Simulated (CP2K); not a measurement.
Consider hydrogen cyanide dimer at its PBE geometry (Å).

```xyz
6

C    -1.9555    0.7108    0.2619
N    -0.9855    0.5433   -0.3496
C     1.9109   -0.6949   -0.2616
N     2.9277   -1.1830    0.0094
H    -2.8538    0.8624    0.8335
H     0.9563   -0.2387   -0.4936
```

Method: CP2K XAS_TDP, all-electron GAPW, PBEh(45%), aug-cc-pVDZ, TDA, GW2X-corrected core level, no relativity.

Question: Predict the bright core excitations at the N K edge.

Leading lines: N2 401.33 eV and N4 401.40 eV. The leading line of an atom is its first one with 35 % of the strongest within 2.5 eV of its lowest line over the strength cut. Core ionisation energies at this level: N2 407.80 and N4 406.48 eV.

The first six lines of each atom with a strength over 0.0015:

```csv
atom,energy (eV),states,"strength, one atom",above the computed threshold
N2 (bonded to C),401.33,2,0.1075,
,405.98,1,0.0035,
,406.77,1,0.0016,
,407.98,1,0.0017,yes
,408.32,1,0.0068,yes
,409.58,1,0.0065,yes
N4 (bonded to C),401.40,2,0.1086,
,407.54,1,0.0067,yes
,407.57,1,0.0049,yes
,407.86,1,0.0054,yes
,408.99,1,0.0017,yes
,409.16,1,0.0058,yes
```

Lines are vertical, at one geometry, with no vibrational structure. GW2X ionisation energies and lines can be off by 1 to 2 eV either way, and a good line position may hide errors that cancel. These values hold no scalar relativity, about 0.2 eV for N 1s. Rydberg lines, and the discretised continuum above threshold, depend on the basis and the box. This is one low-energy arrangement of the cluster, relaxed without a dispersion correction; others exist.

[Banner, clock and machine lines of the logs are left out without a mark of their own.]

[Logs are printed without paths, hosts, clocks, repeated set-up lines and the standing remarks that a program may print on its own settings, such as how far it seeks lower states.]

[Hosts, paths, dates, database ids (printed as entryN), source tags and the programs' standing remarks are cut or masked in the printed files.]
